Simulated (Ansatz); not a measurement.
**k-point convergence of GW for MgH2 (P4_2/mnm)**

How dense a mesh does GW need for MgH2 (P4_2/mnm), and how does the time grow?

Program: Ansatz 0.2.0. Level of theory: G0W0 on PBE, plane waves, PAW; PAW set soft_1. Results are calculated unless marked as measured.

### Step 1. The structure

It takes space group P4_2/mnm (No. 136, tetragonal). Conventional cell: a = 4.517 Å, b = 4.517 Å, c = 3.021 Å, α = 90.00°, β = 90.00°, γ = 90.00°. Nearest to Mg lie 6 H at 1.95 Å. Nearest to H lie 3 Mg at 1.95 Å. Farther neighbours are not listed.

The cell and positions come from the Crystallography Open Database and are kept as given unless a step says otherwise.

### Step 2. The 2×2×4 mesh

G0W0 replaces the xc potential by the self-energy, built once from these orbitals. Only a window of levels is corrected, while the sums run over the empty bands that the input names. This step takes PAW set soft_1 files.

File input.yaml:

```yaml
crystal:
  lattice:
    - [4.5168, 0.0, 0.0]
    - [0.0, 4.5168, 0.0]
    - [0.0, 0.0, 3.0205]
  atoms:
    - { symbol: Mg, position: [0.0, 0.0, 0.0] }
    - { symbol: Mg, position: [0.5, 0.5, 0.5] }
    - { symbol: H, position: [0.306, 0.306, 0.0] }
    - { symbol: H, position: [0.194, 0.806, 0.5] }
    - { symbol: H, position: [0.694, 0.694, 0.0] }
    - { symbol: H, position: [0.806, 0.194, 0.5] }
kpoints:
  mp_grid: { grid: [2, 2, 4] }
hamiltonian:
  xc: pbe
  pseudopotentials: { kind: paw, azcp: { folder: soft_1 } }
scf:
  occupations: { method: fixed }
gw:
  n_empty_bands: 139
  ecut_chi: 100
  qp_bands: [v2, c2]
  qp_kpoints: band_edges
  screening: { model: contour_deformation }
```

Command:

```bash
$ ansatz run input.yaml --threads 2 --pin off --max-ram 92160MiB --backend cuda --events-out ev --progress --plain --runs-dir out --devices 1 --max-vram 13GiB
```

Numbers of over 12 decimals in the logs are rounded to 6 here.

The program printed:

```text
GPUs: using 1 of 1 available (devices: 1).
Engine: ansatz 0.2.0, x86_64-unknown-linux-gnu
Pseudopotentials: kind: paw
Pseudopotential: Mg, paw, valence charge 10, recommended cutoff 420 eV (normal), soft_1/Mg.paw.azcp
Pseudopotential: H, paw, valence charge 1, recommended cutoff 420 eV (normal), soft_1/H.paw.azcp
Functional definition: PBE
  parameter kappa = 0.804
  parameter beta = 0.066725
  exchange = pbe_x(kappa = kappa, mu = beta*pi^2/3)
  correlation = pbe_c(beta = beta)
device memory: the entry about to start is reckoned to put 0.5 GiB on a device that reports 45.7 GiB free (of which the cap on the GPU budget leaves the run 13.0 GiB)
GPU FFT provider: cuFFT
GPU libraries: cuBLAS 13.8.2, cuFFT 12.4.0, cuSOLVER 12.3.4
Crystal: 6 atoms, lattice volume = 61.623 Å³
Basis set: ecut = 420 eV, 1195 PW (Γ)
Bands: 18, of which v1, the nominal top of the filled ones, is band 12 counted from 1 (11 counted from 0)
Symmetry: 16 space group operations
Space group: P42/mnm (ITA 136), of the structure as read, at distance tolerance 3.9e-5 Å
k-points: 9 of 16
Non-local potential: Mg, projectors of the file, l = 0: 3, l = 1: 2, l = 2: 1
Non-local potential: H, projectors of the file, l = 0: 2, l = 1: 1
PAW form: soft (Blöchl's): semilocal exchange-correlation on the pseudo side does not see the compensation charge
PAW one-centre angular grid: Mg, 110 points (default); XC on 64 Gauss nodes
PAW one-centre angular grid: H, 110 points (default); XC on 64 Gauss nodes
Initial density: superposition of atomic densities (chi_scale 0.1, normalization cell, long waves kept (reshape's long-wave potential 0.00 eV rms))
Initial wavefunctions: pseudopotential atomic-orbital guess
GPU buffer pool allocated for 24576 grid points (all kernels)
GPU transforms: local potential and band sums: pruned to the plane-wave sphere, on 32×32×24
Functional: x = pbe(κ = 0.804, μ = 0.219515), c = pbe(β = 0.066725)
SCF iter   1: F=—  HF=-3913.153907 eV  |F-HF|=—  |Δ(HF+E_count)|=         —  Δρ=7.88e-2  dr2=3.36e0  ethr=3.10e-3  ⟨swp⟩=4.6  Hψ=712  notcnv=0  defer=21
preconditioner: auto → none  [insulator: Δε(μ)=4.809 eV  Ē_g=10.577 eV  n_scr=10 (ndim 8)  ℏωp=13.4 eV  f_vac=0.000  ε∞_Penn≈2.6]
SCF iter   2: F=—  HF=-3912.185157 eV  |F-HF|=—  |Δ(HF+E_count)|=   9.69e-1  Δρ=2.55e-2  dr2=3.84e-1  ethr=3.10e-3  ⟨swp⟩=2.0  Hψ=297  notcnv=0  defer=26
SCF iter   3: F=—  HF=-3912.094396 eV  |F-HF|=—  |Δ(HF+E_count)|=   9.08e-2  Δρ=2.49e-3  dr2=1.47e-3  ethr=1.60e-3  ⟨swp⟩=2.0  Hψ=200  notcnv=0  defer=34
SCF iter   4: F=—  HF=-3912.096940 eV  |F-HF|=—  |Δ(HF+E_count)|=   2.54e-3  Δρ=3.75e-4  dr2=3.73e-5  ethr=6.12e-6  ⟨swp⟩=2.1  Hψ=200  notcnv=0  defer=36
SCF iter   5: F=—  HF=-3912.097019 eV  |F-HF|=—  |Δ(HF+E_count)|=   7.93e-5  Δρ=1.75e-5  dr2=1.25e-7  ethr=1.56e-7  ⟨swp⟩=2.2  Hψ=215  notcnv=0  defer=36
SCF iter   6: F=-3912.097020 eV  HF=-3912.097020 eV  |F-HF|=1.09e-10  |Δ(HF+E_count)|=   2.80e-7  Δρ=1.74e-6  dr2=1.05e-9  ethr=4.17e-10  ⟨swp⟩=8.2  Hψ=751  notcnv=0
SCF 1 converged in 6 iterations: F = -3912.097020 eV  dr2 = 1.05e-9
[...]
device memory: the entry about to start is reckoned to put 0.6 GiB on a device that reports 45.7 GiB free (of which the cap on the GPU budget leaves the run 13.0 GiB)
NSCF: frozen V_eff on 9 k-points, pencils in batches of 32, up to order 72
[...]
device memory: the entry about to start is reckoned to put 1.9 GiB on a device that reports 45.7 GiB free (of which the cap on the GPU budget leaves the run 13.0 GiB)
NSCF: frozen V_eff on 9 k-points
G₀W₀ screening: q 1/9
[... further progress lines ...]
SCF converged after 6 iterations
Free energy (F): -3912.097020 eV
Harris-Foulkes:  -3912.097020 eV  (|F-HF|=1.09e-10)
Internal energy: -3912.097020 eV  (E = F + TS)
E sigma→0 (E₀):  -3912.097020 eV
Fermi energy:    1.710889 eV
--- Per-component energies (eV) ---
  E_band       = -753.436047
  E_kinetic    = 196.288690
  E_local      = -3637.702921  (includes V_loc(G=0)·N_el)
  E_nonlocal   = 391.543721
  E_hartree    = 1251.389787
  E_xc         = -89.933505
  E_vxc        = -116.053925  (∫ρ·V_xc dr)
  E_paw        = -604.542612  (= ΣΔE_a)
  E_vpaw       = -90.284355  (= ΣTr[D̂ρ^β])
  E_aug_tail   = -0.005136  (compensation charges beyond the density's cutoff)
  E_ewald      = -1419.135044
  E_smearing   = -0.000000  (= −TS)
  E_closure    = 0.000000  (closes the sum)
  Σ components = -3912.097020   (vs F -3912.097020, Δ=0.00e0)
--- Band table (eV; the first three rows and the last of 9) ---
  k-point 0: bands = [... 8 lower, -4.6344, 0.3550, 0.3550, 1.2919, 6.5244, 6.8644, 10.8923, 10.8923, ... 2 higher]
  k-point 1: bands = [... 8 lower, -3.7127, 0.9281, 0.9281, 1.0758, 6.9071, 7.5494, 9.3583, 10.7337, ... 2 higher]
  k-point 2: bands = [... 8 lower, -1.2290, -1.2290, 1.7109, 1.7109, 8.0202, 8.0202, 8.5690, 8.5690, ... 2 higher]
  k-point 8: bands = [... 8 lower, -0.1113, -0.1113, 0.8570, 0.8570, 5.6237, 5.6237, 5.9558, 5.9558, ... 2 higher]
--- G₀W₀: contour deformation, 6 samples at zero and on the imaginary axis and 1 off it, 16 q-points, 139 empty bands' worth ---
  eigenvalues of the whole cell's RPA ε∞ on this k-mesh (on a slab, of 1 + 4πα/V) = 3.6752, 4.0888, 4.0888; static W/v taken at q = 0 is 0.250116
  bands read: the sum over 151 bands ends inside a degenerate multiplet in 7 slots, whose members it reads at an even weight; the widest, k=2: bands 151 to 152 (counted from 1) at 1/2 each
  gw.qp_kpoints: band_edges: 6 of 9 stored k-points solved, in 1 pass; an edge of the gap read off the rows below is read off those points alone
    valence top: of the k-points left out ik 1 came nearest to being solved in a further pass, in band 12 (counted from 1, as in the quasiparticle table): it holds the edge there only if its correction is more favourable than any solved in that band by at least 0.546 eV; those differ by 0.147 eV
    conduction bottom: of the k-points left out ik 1 came nearest to being solved in a further pass, in band 13 (counted from 1, as in the quasiparticle table): it holds the edge there only if its correction is more favourable than any solved in that band by at least 1.046 eV; those differ by 0.370 eV
    ik  band        ε_KS         Σx   Σc(E_QP)       V_xc       Z   E_QP_lin       E_QP  E_QP is
     0    11      0.3550   -15.6352     2.9622   -11.2557  0.7478    -1.1027    -1.0623  root
     0    12      1.2919   -15.2162     2.3645   -11.6100  0.7623     0.0261     0.0503  root
     0    13      6.5244    -2.6498    -3.7830    -6.7859  0.8103     6.8790     6.8775  root
     0    14      6.8644    -5.7824    -3.8302   -10.2542  0.7955     7.5109     7.5059  root
     2    11      1.7109   -15.6037     2.5058   -11.7669  0.7627     0.3526     0.3798  root
     2    12      1.7109   -15.6037     2.5058   -11.7669  0.7627     0.3526     0.3798  root
     2    13      8.0202    -5.5624    -4.1661   -10.4520  0.7926     8.7511     8.7436  root
     2    14      8.0202    -5.5624    -4.1661   -10.4520  0.7926     8.7511     8.7436  root
     3    11      1.2825   -15.5096     2.6272   -11.5188  0.7590    -0.1119    -0.0811  root
     3    12      1.2825   -15.5096     2.6272   -11.5188  0.7590    -0.1119    -0.0811  root
     3    13      7.1029    -4.1297    -3.9592    -8.6448  0.8022     7.6627     7.6588  root
     3    14      7.1029    -4.1297    -3.9592    -8.6448  0.8022     7.6627     7.6588  root
     4    11      1.4757   -15.5353     2.5503   -11.6399  0.7611     0.1018     0.1306  root
     4    12      1.4757   -15.5353     2.5503   -11.6399  0.7611     0.1018     0.1306  root
[...]
5    14      6.9136    -4.9035    -3.7650    -9.1956  0.7985     7.4440     7.4406  root
     8    11      0.8570   -15.1541     2.6479   -11.1180  0.7581    -0.5645    -0.5313  root
     8    12      0.8570   -15.1541     2.6479   -11.1180  0.7581    -0.5645    -0.5313  root
     8    13      5.6237    -5.1846    -3.7425    -9.5172  0.8061     6.2177     6.2138  root
     8    14      5.6237    -5.1846    -3.7425    -9.5172  0.8061     6.2177     6.2138  root
```

Wall time 8.3 s (1 × NVIDIA H100 80GB HBM3 (shared by 6 runs) with 2 threads of AMD EPYC 7R13 (Zen 3), shared host); peak memory 1 GiB; 6.1 s of CPU time.

Reading the cycles: dr2 is the Hartree energy of the density residual (eV), the measure of convergence; HF is the Harris–Foulkes estimate of the energy, which meets the free energy F at convergence.

This step gave:

* bands summed: 151
* RPA ε∞ on this mesh (eigenvalues): 3.675, 4.089, 4.089
* plane waves in the screening matrix: 145
* q-points in the mesh: 16
* G0W0 gap on the mesh: 5.834 eV
* k of the valence top: 0, 0, -0.5
* k of the conduction bottom: -0.5, -0.5, -0.5
* starting gap on the mesh: 3.913 eV
* Z at the valence top: 0.7627
* Z at the conduction bottom: 0.8061
* least direct G0W0 gap on the computed points: 6.745 eV

The gap on the mesh goes from 3.91 eV to 5.83 eV, a correction of +1.92 eV. Between the two edge states, bare exchange in place of the xc potential would open the gap by 8.17 eV, and correlation takes back 6.25 eV.

### Step 3. The 4×4×4 mesh

Only the mesh changes. It samples the long-range screening, which converges on its own terms.

input.yaml, as its differences from that of step 2:

```diff
@@ -13,3 +13,3 @@
 kpoints:
-  mp_grid: { grid: [2, 2, 4] }
+  mp_grid: { grid: [4, 4, 4] }
 hamiltonian:
```

The program printed:

```text
GPUs: using 1 of 1 available (devices: 1).
[...]
GPU FFT provider: cuFFT
GPU libraries: cuBLAS 13.8.2, cuFFT 12.4.0, cuSOLVER 12.3.4
Crystal: 6 atoms, lattice volume = 61.623 Å³
Basis set: ecut = 420 eV, 1195 PW (Γ)
Bands: 18, of which v1, the nominal top of the filled ones, is band 12 counted from 1 (11 counted from 0)
[... 1 set-up line as in the run before ...]
[...]
k-points: 18 of 64
[...]
GPU buffer pool allocated for 24576 grid points (all kernels)
[...]
SCF iter   1: F=—  HF=-3913.214379 eV  |F-HF|=—  |Δ(HF+E_count)|=         —  Δρ=7.79e-2  dr2=3.29e0  ethr=3.10e-3  ⟨swp⟩=4.7  Hψ=1430  notcnv=0  defer=46
[...]
SCF iter   6: F=-3912.183520 eV  HF=-3912.183520 eV  |F-HF|=2.00e-11  |Δ(HF+E_count)|=   2.84e-7  Δρ=1.63e-6  dr2=8.72e-10  ethr=4.17e-10  ⟨swp⟩=8.2  Hψ=1519  notcnv=0
SCF 1 converged in 6 iterations: F = -3912.183520 eV  dr2 = 8.72e-10
[...]
0    11      0.3370   -15.4032     2.7332   -11.2530  0.7528    -1.1184    -1.0799  root
     0    12      1.2698   -15.0576     2.2097   -11.6033  0.7651     0.0014     0.0252  root
     0    13      6.5045    -2.9099    -3.5308    -6.8207  0.8187     6.8860     6.8844  root
     0    14      6.8515    -5.9855    -3.6054   -10.2560  0.8022     7.5215     7.5166  root
     2    11      1.6895   -15.4255     2.3306   -11.7602  0.7661     0.3282     0.3548  root
     2    12      1.6895   -15.4255     2.3306   -11.7602  0.7661     0.3282     0.3548  root
     2    13      8.0068    -5.6087    -4.0777   -10.4537  0.7955     8.7824     8.7740  root
     2    14      8.0068    -5.6087    -4.0777   -10.4537  0.7955     8.7824     8.7740  root
[...]
17    11      0.8360   -15.0747     2.5608   -11.1172  0.7591    -0.5943    -0.5606  root
    17    12      0.8360   -15.0747     2.5608   -11.1172  0.7591    -0.5943    -0.5606  root
    17    13      5.6151    -5.2607    -3.6244    -9.5221  0.8108     6.2563     6.2520  root
    17    14      5.6151    -5.2607    -3.6244    -9.5221  0.8108     6.2563     6.2520  root
[key lines of the parts left out:]
SCF converged after 6 iterations
Free energy (F): -3912.183520 eV
Fermi energy:    1.709112 eV
```

Wall time 12 s (1 × NVIDIA H100 80GB HBM3 (shared by 6 runs) with 2 threads); peak memory 1.1 GiB; 16 s of CPU time.

This step gave:

```
bands summed                                 : 151
RPA ε∞ on this mesh (eigenvalues)            : 3.650, 3.655, 3.655
plane waves in the screening matrix          : 145
q-points in the mesh                         : 64
G0W0 gap on the mesh                         : 5.851 eV
k of the valence top                         : 0, 0.25, 0
k of the conduction bottom                   : -0.5, -0.5, -0.5
starting gap on the mesh                     : 3.906 eV
Z at the valence top                         : 0.7676
Z at the conduction bottom                   : 0.8108
least direct G0W0 gap on the computed points : 6.651 eV
```

Against the run with 2×2×4 mesh, 139 empty bands, screening to 100 eV, PAW set soft_1 files, the gap moves by +0.017 eV. A band edge is found at another k point on this mesh.

### Step 4. The 4×4×6 mesh

input.yaml, as its differences from that of step 3:

```diff
@@ -13,3 +13,3 @@
 kpoints:
-  mp_grid: { grid: [4, 4, 4] }
+  mp_grid: { grid: [4, 4, 6] }
 hamiltonian:
```

The program printed:

```text
GPUs: using 1 of 1 available (devices: 1).
[...]
GPU FFT provider: cuFFT
GPU libraries: cuBLAS 13.8.2, cuFFT 12.4.0, cuSOLVER 12.3.4
Crystal: 6 atoms, lattice volume = 61.623 Å³
Basis set: ecut = 420 eV, 1195 PW (Γ)
Bands: 18, of which v1, the nominal top of the filled ones, is band 12 counted from 1 (11 counted from 0)
[... 1 set-up line as in the run before ...]
[...]
k-points: 24 of 96
[...]
1    14      6.9601    -2.8142    -3.6114    -6.8224  0.8167     7.3586     7.3568  root
[...]
23    11      0.8359   -15.0530     2.5405   -11.1173  0.7597    -0.5927    -0.5594  root
    23    12      0.8359   -15.0530     2.5405   -11.1173  0.7597    -0.5927    -0.5594  root
    23    13      5.6150    -5.2766    -3.6077    -9.5221  0.8117     6.2570     6.2528  root
    23    14      5.6150    -5.2766    -3.6077    -9.5221  0.8117     6.2570     6.2528  root
[key lines of the parts left out:]
SCF converged after 6 iterations
Free energy (F): -3912.182833 eV
Fermi energy:    1.708974 eV
```

Wall time 14 s (1 × NVIDIA H100 80GB HBM3 (shared by 6 runs) with 2 threads); peak memory 1.1 GiB.

This step gave:

| Quantity | Value |
| --- | --- |
| bands summed | 151 |
| RPA ε∞ on this mesh (eigenvalues) | 3.655, 3.655, 3.666 |
| plane waves in the screening matrix | 145 |
| G0W0 gap on the mesh | 5.853 eV |
| k of the valence top | 0, 0.25, 0 |
| k of the conduction bottom | -0.5, -0.5, -0.5 |
| starting gap on the mesh | 3.906 eV |
| least direct G0W0 gap on the computed points | 6.650 eV |

Against the run with 4×4×4 mesh, 139 empty bands, screening to 100 eV, PAW set soft_1 files, the gap moves by +0.002 eV.

### Step 5. The 4×4×8 mesh

input.yaml, as its differences from that of step 4:

```diff
@@ -13,3 +13,3 @@
 kpoints:
-  mp_grid: { grid: [4, 4, 6] }
+  mp_grid: { grid: [4, 4, 8] }
 hamiltonian:
```

The program printed:

```text
GPUs: using 1 of 1 available (devices: 1).
[...]
GPU FFT provider: cuFFT
GPU libraries: cuBLAS 13.8.2, cuFFT 12.4.0, cuSOLVER 12.3.4
Crystal: 6 atoms, lattice volume = 61.623 Å³
Basis set: ecut = 420 eV, 1195 PW (Γ)
Bands: 18, of which v1, the nominal top of the filled ones, is band 12 counted from 1 (11 counted from 0)
[... 1 set-up line as in the run before ...]
[...]
k-points: 30 of 128
[...]
1    14      6.9333    -5.9770    -3.6739   -10.3530  0.8032     7.6409     7.6353  root
[...]
29    11      0.8358   -15.0395     2.5275   -11.1173  0.7600    -0.5920    -0.5589  root
    29    12      0.8358   -15.0395     2.5275   -11.1173  0.7600    -0.5920    -0.5589  root
    29    13      5.6150    -5.2877    -3.5961    -9.5221  0.8122     6.2576     6.2534  root
    29    14      5.6150    -5.2877    -3.5961    -9.5221  0.8122     6.2576     6.2534  root
[key lines of the parts left out:]
SCF converged after 6 iterations
Free energy (F): -3912.182934 eV
Fermi energy:    1.710758 eV
```

The job ended after 38 s (1 × NVIDIA H100 80GB HBM3 (shared by 6 runs) with 2 threads; peak memory 1.2 GiB).

This step gave:

```yaml
bands_summed: 151
rpa_eps_infinity_on_this_mesh_eigenvalues: 3.654, 3.654, 3.663
plane_waves_in_the_screening_matrix: 145
g0w0_gap_on_the_mesh: 5.855 eV
k_of_the_valence_top: 0, 0.25, 0
k_of_the_conduction_bottom: -0.5, -0.5, -0.5
starting_gap_on_the_mesh: 3.904 eV
least_direct_g0w0_gap_on_the_computed_points: 6.651 eV
```

Against the run with 4×4×6 mesh, 139 empty bands, screening to 100 eV, PAW set soft_1 files, the gap moves by +0.002 eV.

### Step 6. The 6×6×8 mesh

input.yaml, as its differences from that of step 5:

```diff
@@ -13,3 +13,3 @@
 kpoints:
-  mp_grid: { grid: [4, 4, 8] }
+  mp_grid: { grid: [6, 6, 8] }
 hamiltonian:
```

The program printed:

```text
GPUs: using 1 of 1 available (devices: 1).
[...]
GPU FFT provider: cuFFT
GPU libraries: cuBLAS 13.8.2, cuFFT 12.4.0, cuSOLVER 12.3.4
Crystal: 6 atoms, lattice volume = 61.623 Å³
Basis set: ecut = 420 eV, 1195 PW (Γ)
Bands: 18, of which v1, the nominal top of the filled ones, is band 12 counted from 1 (11 counted from 0)
[... 1 set-up line as in the run before ...]
[...]
k-points: 50 of 288
[...]
1    14      6.9331    -5.9972    -3.6534   -10.3530  0.8039     7.6410     7.6355  root
[...]
49    11      0.8356   -15.0329     2.5214   -11.1173  0.7602    -0.5917    -0.5587  root
    49    12      0.8356   -15.0329     2.5214   -11.1173  0.7602    -0.5917    -0.5587  root
    49    13      5.6149    -5.2943    -3.5876    -9.5222  0.8126     6.2594     6.2552  root
    49    14      5.6149    -5.2943    -3.5876    -9.5222  0.8126     6.2594     6.2552  root
[key lines of the parts left out:]
SCF converged after 6 iterations
Free energy (F): -3912.183531 eV
Fermi energy:    1.744247 eV
```

Wall time 77 s (1 × NVIDIA H100 80GB HBM3 (shared by 6 runs) with 2 threads); peak memory 1.3 GiB; 1.9 min of CPU time.

Numbers from this step:

- bands summed: 151
- RPA ε∞ on this mesh (eigenvalues): 3.639, 3.639, 3.661
- plane waves in the screening matrix: 145
- G0W0 gap on the mesh: 5.713 eV
- k of the valence top: 0.1667, 0.1667, 0.125
- k of the conduction bottom: 0.3333, 0.3333, -0.5
- starting gap on the mesh: 3.799 eV
- least direct G0W0 gap on the computed points: 6.498 eV

Against the run with 4×4×8 mesh, 139 empty bands, screening to 100 eV, PAW set soft_1 files, the gap moves by −0.14 eV, while the start moved by −0.11 eV. A band edge is found at another k point on this mesh.

### Step 7. The meshes together

Times are wall times on 1 × NVIDIA H100 80GB HBM3 (shared by 6 runs) with 2 threads of AMD EPYC 7R13 (Zen 3), shared host, good to a factor of about two.

| mesh | points | irreducible | start (eV) | G0W0 (eV) | shift (eV) | RPA ε∞ (mean) | time |
| --- | --- | --- | --- | --- | --- | --- | --- |
| 2×2×4 | 16 | 9 | 3.913 | 5.834 | +1.921 | 3.95 | 8.3 s |
| 4×4×4 | 64 | 18 | 3.906 | 5.851 | +1.945 | 3.65 | 12 s |
| 4×4×6 | 96 | 24 | 3.906 | 5.853 | +1.947 | 3.66 | 14 s |
| 4×4×8 | 128 | 30 | 3.904 | 5.855 | +1.951 | 3.66 | 38 s |
| 6×6×8 | 288 | 50 | 3.799 | 5.713 | +1.914 | 3.65 | 77 s |

### Step 8. Outcome

```
2×2×4    : 5.834 eV (shift +1.921)
4×4×4    : 5.851 eV (shift +1.945)
4×4×6    : 5.853 eV (shift +1.947)
4×4×8    : 5.855 eV (shift +1.951)
6×6×8    : 5.713 eV (shift +1.914)
settings : PBE start, 139 empty bands, 100 eV
```

What this shows: The shift is +1.92 eV on 2×2×4 and +1.91 eV on 6×6×8. On 6×6×8 the edges lie at (0.167, 0.167, 0.125) and (0.333, 0.333, 0.500), on 4×4×8 at (0.000, 0.250, 0.000) and (0.500, 0.500, 0.500), so these two shifts belong to different pairs of states. The RPA ε∞ (mean) ranges from 3.65 to 3.95 and ends at 3.65. The starting gap changes too, by 0.11 eV, since the meshes hold different points and converge the density differently. From 16 to 288 points the time grows 9.2-fold. Bands and cutoff are modest here, so the values stand off the basis limit.

[Paths, hosts, dates, memory and timing lines, banners, echoed tables and standing remarks are left out of the program output.]

[Logs are printed without paths, hosts, clocks, repeated set-up lines and the standing remarks that a program may print on its own settings, such as how far it seeks lower states.]

[Runs of the session that timed out or met a known fault of the program may be left out.]

[Cells called generated may have been cut or substituted from an entry of the Crystallography Open Database or the Materials Project.]

[Hosts, paths, dates, database ids (printed as entryN), source tags and the programs' standing remarks are cut or masked in the printed files.]
